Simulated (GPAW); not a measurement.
Two runs for the F K edge of atom 3 in NaMgF3 (Pm-3m). Run A: GPAW, LDA, full core hole (charged cell), 10-atom cell with 5.6 Å between holes, 6×6×6 k points, dipole transitions, Gaussian full width 0.9 eV up to 4 eV, rising linearly to 3.5 eV at 25 eV. Run B differs in one choice.

Energy from the lowest empty level; intensity scaled to a mean of 1 over the first 20 eV:

| E (eV) | A | B |
| --- | --- | --- |
| -2.0 | 0.00 | 0.00 |
| -1.0 | 0.00 | 0.00 |
| 0.0 | 0.01 | 0.01 |
| 1.0 | 0.09 | 0.08 |
| 2.0 | 0.24 | 0.27 |
| 3.0 | 0.73 | 0.56 |
| 4.0 | 1.48 | 0.92 |
| 5.0 | 1.71 | 1.23 |
| 6.0 | 1.64 | 1.26 |
| 7.0 | 2.14 | 1.94 |
| 8.0 | 2.31 | 2.60 |
| 9.0 | 1.54 | 2.80 |
| 10.0 | 1.36 | 1.58 |
| 11.0 | 0.97 | 0.88 |
| 12.0 | 0.48 | 0.50 |
| 13.0 | 0.31 | 0.40 |
| 14.0 | 0.30 | 0.37 |
| 15.0 | 0.44 | 0.48 |
| 16.0 | 0.72 | 0.68 |
| 17.0 | 0.97 | 0.87 |
| 18.0 | 1.08 | 1.03 |
| 19.0 | 1.03 | 1.07 |
| 20.0 | 0.87 | 0.94 |
| 21.0 | 0.74 | 0.82 |
| 22.0 | 0.71 | 0.80 |
| 23.0 | 0.76 | 0.83 |
| 24.0 | 0.83 | 0.85 |
| 25.0 | 0.87 | 0.84 |
| 26.0 | 0.87 | 0.82 |
| 27.0 | 0.88 | 0.85 |
| 28.0 | 0.95 | 0.95 |
| 29.0 | 1.10 | 1.09 |
| 30.0 | 1.28 | 1.27 |
| 31.0 | 1.41 | 1.41 |
| 32.0 | 1.44 | 1.48 |

Q: What was changed?
a) the k mesh of the spectrum
b) the plane-wave cutoff
c) the k mesh of the field
d) the size of the supercell

(d): run B changes the supercell atoms from 10 to 5. Against the first run the r.m.s. difference is 29 %. The highest intensity below 16 eV goes from 7.7 eV (2.38) to 8.6 eV (2.96). Other settings could leave a like mark; this is the one that was changed.

[Hosts, paths, dates, database ids (printed as entryN), source tags and the programs' standing remarks are cut or masked in the printed files.]

[Lists of maxima count a maximum above −3 eV only where it reaches 4 % of the highest in the window and stands out from its surroundings by 2 % of it (1.5 % where it reaches 55 %); shoulders and weaker maxima are passed over, and of the rest the first, up to two pre-edge ones and the few strongest are named.]
